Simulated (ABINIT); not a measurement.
**A GW run on YHSe (P-6m2) in ABINIT, with inputs changed**

Aim: change inputs of a GW run on YHSe (P-6m2) and see what moves.

Method: LDA and many-body steps on it, plane waves, in ABINIT 10.8.3.

**1. The structure**

It takes space group P-6m2 (No. 187, hexagonal). Conventional cell: a = 3.841 Å, b = 3.841 Å, c = 3.916 Å, α = 90.00°, β = 90.00°, γ = 120.00°. Y has 3 H at 2.22 Å and 6 Se at 2.96 Å nearest. H has 3 Y at 2.22 Å nearest. Se has 6 H at 2.96 Å and 6 Y at 2.96 Å nearest. Farther neighbours and most contacts between anions are not listed.

The cell and positions are those that the Materials Project relaxed with its own functionals (PBE, PBE+U or r2SCAN), kept fixed.

**2. Screening, 3×3×4 mesh, 51 bands, screening to 122.5 eV**

This step: ABINIT 10.8.3; RPA screening on LDA, plane waves, norm-conserving pseudopotentials.

The RPA dielectric matrix is built and inverted for each q.

File run.abi:

```
acell 3*1.0 Angstrom
rprim 
  3.840931335803 -0.000000000001 0.000000000000
  -1.920465667901 3.326344110998 0.000000000000
  0.000000000000 0.000000000000 3.915549560000
ntypat 3
znucl 39 1 34
natom 3
typat 1 2 3
xred 
  0.000000000000 0.000000000000 0.000000000000
  0.333333333333 0.666666666667 0.000000000000
  0.666666666667 0.333333333333 0.500000000000
pp_dirpath "pseudos"
pseudos "Y.upf, H.upf, Se.upf"
ecut 39
ngkpt 3 3 4
nshiftk 1
shiftk 0 0 0
kptopt 1
chksymbreak 0
istwfk *1
occopt 1
irdwfk 1
optdriver 3
nband 51
ecuteps 4.5
inclvkb 2
awtr 1
symchi 1
indata_prefix "in"
outdata_prefix "out"
tmpdata_prefix "tmp"
```

Launch:

```bash
> OMP_NUM_THREADS=1 mpirun -n 4 abinit run.abi > log
```

The program printed:

```text
.Version 10.8.3 of ABINIT. v10.8.2 released Aug 2026.

 Symmetries : space group P-6 m 2 (#187); Bravais hP (primitive hexag.)
[... echo of the input left out ...]
== DATASET  1 ==================================================================
-   mpi_nproc: 4, omp_nthreads: 1 (-1 if OMP is not activated)

--- !DatasetInfo
iteration_state: {dtset: 1, }
dimensions: {natom: 3, nkpt: 9, mband: 51, nsppol: 1, nspinor: 1, nspden: 1, mpw: 3939, }
cutoff_energies: {ecut:  39.0, pawecutdg:  -1.0, }
electrons: {nelect:   2.80000000E+01, charge:   0.00000000E+00, occopt:   1.00000000E+00, tsmear:   1.00000000E-02, }

 SCREENING: Calculation of the susceptibility and dielectric matrices

 Based on a program developped by R.W. Godby, V. Olevano, G. Onida, and L. Reining.
 Incorporated in ABINIT by V. Olevano, G.-M. Rignanese, and M. Torrent.
.Using double precision arithmetic ; gwpc =  8

[... cell and pseudopotentials left out ...]
--------------------------------------------------------------------------------

 ==== K-mesh for the wavefunctions ====
 Number of points in the irreducible wedge :     9
[... list of points left out ...]
 Together with 12 symmetry operations and time-reversal symmetry
 yields    36 points in the full Brillouin Zone.

 ==== Q-mesh for the screening function ====
 Number of points in the irreducible wedge :     9
[... list of points left out ...]
 Together with 12 symmetry operations and time-reversal symmetry
 yields    36 points in the full Brillouin Zone.

 setmesh: FFT mesh size selected  =    24x   24x   27
          total number of points  =        15552

 vcoul_init : cutoff-mode = AUXILIARY_FUNCTION
 q-points for optical limit:   1
     1)      0.000010    0.000020    0.000030

- screening: taking advantage of time-reversal symmetry
- Maximum band index for partially occupied states nbvw = 14
- Remaining bands to be divided among processors   nbcw = 37
- Number of bands treated by each node ~9

 Number of electrons calculated from density =   28.0000; Expected =   28.0000
 average of density, n =  0.082940
 r_s =    1.4225
 omega_plasma =   27.7804 [eV]

 calculating chi0 at frequencies [eV] :
  1    0.000000E+00    0.000000E+00
  2    0.000000E+00    2.778037E+01

--------------------------------------------------------------------------------
  q-point number  1        q = ( 0.000000, 0.000000, 0.000000) [r.l.u.]
--------------------------------------------------------------------------------
[... chi0 elements left out ...]
 For q-point:  0.000010 0.000020 0.000030
  dielectric constant =  11.4446
  dielectric constant without local fields =  12.6391

  Average fulfillment of the sum rule on Im[epsilon] for q-point    1 :     45.95  [%]
[... wings left out ...]
  q-point number  2        q = ( 0.333333, 0.000000, 0.000000) [r.l.u.]
--------------------------------------------------------------------------------
[... chi0 elements left out ...]
  Average fulfillment of the sum rule on Im[epsilon] for q-point    2 :     56.43  [%]

 [... 7 further q-points ...]
```

Run time: 14 s. Hardware: 4 MPI ranks of Intel Xeon Platinum 8375C at 2.90GHz (Ice Lake), shared host; peak memory 0.59 GiB; 54 s of CPU time.

Numbers from this step:

```yaml
eps_infinity_with_local_fields_on_this_mesh_along_the_program_s_q_direction: 11.44
the_same_without_local_fields: 12.64
plasma_frequency: 27.78 eV
plane_waves_in_the_screening_matrix: 151
```

Local fields lower ε∞ by 9 %. On a Γ-centred mesh this coarse the value itself is usually too large, while a short band sum pulls it down.

**3. Base**

The self-energy is evaluated for the states that the input lists, and the levels follow from it, in one-shot runs by the linearised quasiparticle equation.

This step: G0W0 on LDA, plane waves, norm-conserving pseudopotentials.

run.abi: that of step 2 with these lines changed.

```diff
@@ -24,8 +24,17 @@
 irdwfk 1
-optdriver 3
+optdriver 4
 nband 51
+gwcalctyp 0
+ecutsigx 39
+symsigma 1
+nkptgw 2
+kptgw 
+  0.0000000000 0.0000000000 0.5000000000
+  0.0000000000 0.0000000000 0.0000000000
+bdgw 
+  12 16
+  13 17
 ecuteps 4.5
-inclvkb 2
-awtr 1
-symchi 1
+irdscr 1
+ppmodel 1
 indata_prefix "in"
```

The program printed:

```text
.Version 10.8.3 of ABINIT. v10.8.2 released Aug 2026.

 Symmetries : space group P-6 m 2 (#187); Bravais hP (primitive hexag.)
[... echo of the input left out ...]
== DATASET  1 ==================================================================
-   mpi_nproc: 4, omp_nthreads: 1 (-1 if OMP is not activated)

--- !DatasetInfo
iteration_state: {dtset: 1, }
dimensions: {natom: 3, nkpt: 9, mband: 51, nsppol: 1, nspinor: 1, nspden: 1, mpw: 3939, }
cutoff_energies: {ecut:  39.0, pawecutdg:  -1.0, }
electrons: {nelect:   2.80000000E+01, charge:   0.00000000E+00, occopt:   1.00000000E+00, tsmear:   1.00000000E-02, }

 SIGMA: Calculation of the GW corrections

 Based on a program developped by R.W. Godby, V. Olevano, G. Onida, and L. Reining.
 Incorporated in ABINIT by V. Olevano, G.-M. Rignanese, and M. Torrent.
.Using double precision arithmetic ; gwpc =  8

[... cell and pseudopotentials left out ...]
--------------------------------------------------------------------------------

 ==== K-mesh for the wavefunctions ====
 Number of points in the irreducible wedge :     9
[... list of points left out ...]
 Together with 12 symmetry operations and time-reversal symmetry
 yields    36 points in the full Brillouin Zone.

 ==== Q-mesh for screening function ====
 Number of points in the irreducible wedge :     9
[... list of points left out ...]
 Together with 12 symmetry operations and time-reversal symmetry
 yields    36 points in the full Brillouin Zone.

 vcoul_init : cutoff-mode = AUXILIARY_FUNCTION
 q-points for optical limit:   1
     1)      0.000010    0.000020    0.000030
 setmesh: FFT mesh size selected  =    36x   36x   45
          total number of points  =        58320

 Number of electrons calculated from density =   28.0000; Expected =   28.0000
 average of density, n =  0.082940
 r_s =    1.4225
 omega_plasma =   27.7804 [eV]

 === KS Band Gaps ===
  >>>> For spin  1
   Minimum direct gap =   1.7387 [eV], located at k-point      :   0.0000  0.0000  0.5000
   Fundamental gap    =   1.3651 [eV], Top of valence bands at :   0.0000  0.0000  0.5000
                                       Bottom of conduction at :   0.0000  0.0000  0.0000
 SIGMA fundamental parameters:
 PLASMON POLE MODEL  1
 number of plane-waves for SigmaX                 3927
 number of plane-waves for SigmaC and W            151
 number of plane-waves for wavefunctions          3927
 number of bands                                    51
 number of independent spin polarizations            1
 number of spinorial components                      1
 number of k-points in IBZ                           9
 number of q-points in IBZ                           9
 number of symmetry operations                      12
 number of k-points in BZ                           36
 number of q-points in BZ                           36
 number of frequencies for dSigma/dE                 9
 frequency step for dSigma/dE [eV]                0.25
 number of omega for Sigma on real axis              0
 max omega for Sigma on real axis  [eV]           0.00
 zcut for avoiding poles [eV]                     0.10

 EPSILON^-1 parameters (SCR file):
 dimension of the eps^-1 matrix on file            151
 dimension of the eps^-1 matrix used               151
 number of plane-waves for wavefunctions          3927
 number of bands                                    51
 number of q-points in IBZ                           9
 number of frequencies                               2
 number of real frequencies                          1
 number of imag frequencies                          1

 matrix elements of self-energy operator (all in [eV])

 Perturbative Calculation

--- !SelfEnergy_ee
iteration_state: {dtset: 1, }
kpoint     : [   0.000,    0.000,    0.500, ]
spin       : 1
KS_gap     :    1.739
QP_gap     :    3.270
Delta_QP_KS:    1.532
data: !SigmaeeData |
     Band     E0 <VxcDFT>   SigX SigC(E0)      Z dSigC/dE  Sig(E)    E-E0       E
       12   5.620 -13.935 -16.856   2.353   0.799  -0.251 -14.389  -0.454   5.166
       13   5.620 -13.935 -16.856   2.353   0.799  -0.251 -14.389  -0.454   5.166
       14   6.764 -13.307 -15.813   2.065   0.800  -0.250 -13.660  -0.353   6.411
       15   8.503 -12.347  -7.138  -3.757   0.812  -0.232 -11.169   1.178   9.681
       16   8.503 -12.347  -7.138  -3.757   0.812  -0.232 -11.169   1.178   9.681

--- !SelfEnergy_ee
iteration_state: {dtset: 1, }
kpoint     : [   0.000,    0.000,    0.000, ]
spin       : 1
KS_gap     :    2.927
QP_gap     :    4.173
Delta_QP_KS:    1.245
data: !SigmaeeData |
     Band     E0 <VxcDFT>   SigX SigC(E0)      Z dSigC/dE  Sig(E)    E-E0       E
       13   5.202 -13.422 -16.191   2.301   0.798  -0.253 -13.796  -0.374   4.828
       14   5.202 -13.422 -16.191   2.301   0.798  -0.253 -13.796  -0.374   4.828
       15   8.129 -11.520  -6.731  -3.721   0.816  -0.226 -10.649   0.872   9.001
       16  10.502 -13.530  -8.376  -3.920   0.803  -0.246 -12.540   0.991  11.493
       17  10.502 -13.530  -8.376  -3.920   0.803  -0.246 -12.540   0.991  11.493

== END DATASET(S) ==============================================================
================================================================================

 -outvars: echo values of variables after computation  --------
           etotal      0.0000000000E+00
            nband          51
             nkpt           9
          spgroup         187
 [... the other variables as echoed above ...]

 Calculation completed.
```

Wall time 5 s (4 MPI ranks); peak memory 0.51 GiB.

Numbers from this step:

| Item | Value |
| --- | --- |
| G0W0 gap on the points computed | 2.59 eV |
| starting gap on the mesh | 1.365 eV |
| k of the valence top | 0, 0, 0.5 |
| k of the conduction bottom | 0, 0, 0 |
| Z at the valence top | 0.8 |
| Z at the conduction bottom | 0.816 |
| least direct G0W0 gap on the computed points | 3.270 eV |

The gap on the mesh goes from 1.36 eV to 2.59 eV, a correction of +1.23 eV.

**4. Coulomb singularity**

run.abi: that of step 3 with these lines changed.

```diff
@@ -39,2 +39,3 @@
 ppmodel 1
+gw_icutcoul 7
 indata_prefix "in"
```

The program printed:

```text
.Version 10.8.3 of ABINIT. v10.8.2 released Aug 2026.

 Symmetries : space group P-6 m 2 (#187); Bravais hP (primitive hexag.)
[... echo of the input left out ...]
== DATASET  1 ==================================================================
-   mpi_nproc: 4, omp_nthreads: 1 (-1 if OMP is not activated)

--- !DatasetInfo
iteration_state: {dtset: 1, }
dimensions: {natom: 3, nkpt: 9, mband: 51, nsppol: 1, nspinor: 1, nspden: 1, mpw: 3939, }
cutoff_energies: {ecut:  39.0, pawecutdg:  -1.0, }
electrons: {nelect:   2.80000000E+01, charge:   0.00000000E+00, occopt:   1.00000000E+00, tsmear:   1.00000000E-02, }

 SIGMA: Calculation of the GW corrections

 Based on a program developped by R.W. Godby, V. Olevano, G. Onida, and L. Reining.
 Incorporated in ABINIT by V. Olevano, G.-M. Rignanese, and M. Torrent.
.Using double precision arithmetic ; gwpc =  8

[... cell and pseudopotentials left out ...]
--------------------------------------------------------------------------------

 ==== K-mesh for the wavefunctions ====
 Number of points in the irreducible wedge :     9
[... list of points left out ...]
 Together with 12 symmetry operations and time-reversal symmetry
 yields    36 points in the full Brillouin Zone.

 ==== Q-mesh for screening function ====
 Number of points in the irreducible wedge :     9
[... list of points left out ...]
 Together with 12 symmetry operations and time-reversal symmetry
 yields    36 points in the full Brillouin Zone.

 vcoul_init : cutoff-mode = AUX_GB
 q-points for optical limit:   1
     1)      0.000010    0.000020    0.000030
 setmesh: FFT mesh size selected  =    36x   36x   45
          total number of points  =        58320

 Number of electrons calculated from density =   28.0000; Expected =   28.0000
[...]
number of omega for Sigma on real axis              0
 max omega for Sigma on real axis  [eV]           0.00
 zcut for avoiding poles [eV]                     0.10

 EPSILON^-1 parameters (SCR file):
 dimension of the eps^-1 matrix on file            151
 dimension of the eps^-1 matrix used               151
 number of plane-waves for wavefunctions          3927
 number of bands                                    51
 number of q-points in IBZ                           9
 number of frequencies                               2
 number of real frequencies                          1
 number of imag frequencies                          1

 matrix elements of self-energy operator (all in [eV])

 Perturbative Calculation

--- !SelfEnergy_ee
iteration_state: {dtset: 1, }
kpoint     : [   0.000,    0.000,    0.500, ]
spin       : 1
KS_gap     :    1.739
QP_gap     :    3.275
Delta_QP_KS:    1.537
data: !SigmaeeData |
     Band     E0 <VxcDFT>   SigX SigC(E0)      Z dSigC/dE  Sig(E)    E-E0       E
       12   5.620 -13.935 -17.001   2.419   0.797  -0.255 -14.451  -0.516   5.105
       13   5.620 -13.935 -17.001   2.419   0.797  -0.255 -14.451  -0.516   5.105
       14   6.764 -13.307 -15.958   2.131   0.798  -0.253 -13.722  -0.415   6.349
[...]
--- !SelfEnergy_ee
iteration_state: {dtset: 1, }
kpoint     : [   0.000,    0.000,    0.000, ]
spin       : 1
KS_gap     :    2.927
QP_gap     :    4.178
Delta_QP_KS:    1.251
data: !SigmaeeData |
     Band     E0 <VxcDFT>   SigX SigC(E0)      Z dSigC/dE  Sig(E)    E-E0       E
[...]
16  10.502 -13.530  -8.376  -3.986   0.801  -0.249 -12.595   0.935  11.438
       17  10.502 -13.530  -8.376  -3.986   0.801  -0.249 -12.595   0.935  11.438

== END DATASET(S) ==============================================================
================================================================================

 -outvars: echo values of variables after computation  --------
           etotal      0.0000000000E+00
            nband          51
             nkpt           9
          spgroup         187
 [... the other variables as echoed above ...]

 Calculation completed.
```

Elapsed: 7.3 s, on 4 MPI ranks; peak memory 0.56 GiB; 28 s of CPU time.

Numbers from this step:

- G0W0 gap on the points computed: 2.596 eV
- starting gap on the mesh: 1.365 eV
- k of the valence top: 0, 0, 0.5
- k of the conduction bottom: 0, 0, 0
- Z at the valence top: 0.798
- Z at the conduction bottom: 0.814
- least direct G0W0 gap on the computed points: 3.275 eV

Against G0W0 in ABINIT (3×3×4 mesh, 51 bands, screening to 122.5 eV, Godby-Needs plasmon pole), the gap moves by +0.006 eV.

**5. The runs together**

Times are wall times on 4 MPI ranks of Intel Xeon Platinum 8375C at 2.90GHz (Ice Lake), shared host, good to a factor of about two. A run's time includes the screening step that it read.

```csv
run,mesh,bands,screening cutoff (eV),DFT gap (eV),gap on the mesh (eV),direct (eV),ε∞ used,time
base,3×3×4,51,122.5,1.365,2.590,3.270,11.44,19 s
Coulomb singularity,3×3×4,51,122.5,1.365,2.596,3.275,11.44,21 s
```

**6. Results**

```
base                : 2.590 eV
Coulomb singularity : 2.596 eV
known limits        : not at the basis limit; exchange with frozen shells missing; no spin-orbit coupling; coarse k mesh
```

In words: Coulomb singularity: +0.006 eV against base (keys changed: gw_icutcoul). Bands and cutoff are finite, so the gap is not at the basis limit. The miss can reach some tenths of an eV and take either sign; the mesh is an error of its own. In the first G0W0 run levels were corrected at 2 k points alone, so a gap called «on the mesh» is the least over those, and an edge elsewhere would be missed. The 3×3×4 mesh is coarse for this cell, which bears on the long-range parts of exchange and screening. The norm-conserving file of at least one element keeps a d shell over frozen s and p shells of the same row. Exchange with those shells is missing from the self-energy, an error of 0.3 to 0.9 eV in cases checked, whose sign depends on which edge lies on those atoms. The many-body steps are scalar-relativistic: spin-orbit coupling is not in them.

[Paths, hosts, dates, memory and timing lines, banners, echoed tables and standing remarks are left out of the program output.]

[Logs are printed without paths, hosts, clocks, repeated set-up lines and the standing remarks that a program may print on its own settings, such as how far it seeks lower states.]

[Runs of the session that timed out or met a known fault of the program may be left out.]

[No measured gap is set beside runs whose start may be inverted or whose files or cutoffs have a known fault.]

[Hosts, paths, dates, database ids (printed as entryN), source tags and the programs' standing remarks are cut or masked in the printed files.]

[G0W0 gaps are taken among the corrected bands and points alone; a level outside them can change the order at an edge.]

[Where Ansatz stands beside ABINIT at settings called matched, ABINIT's density can come from a denser mesh and the files from another edition; pairs whose starting gaps differed by over 0.03 eV were left out, so agreement reads better than it is.]
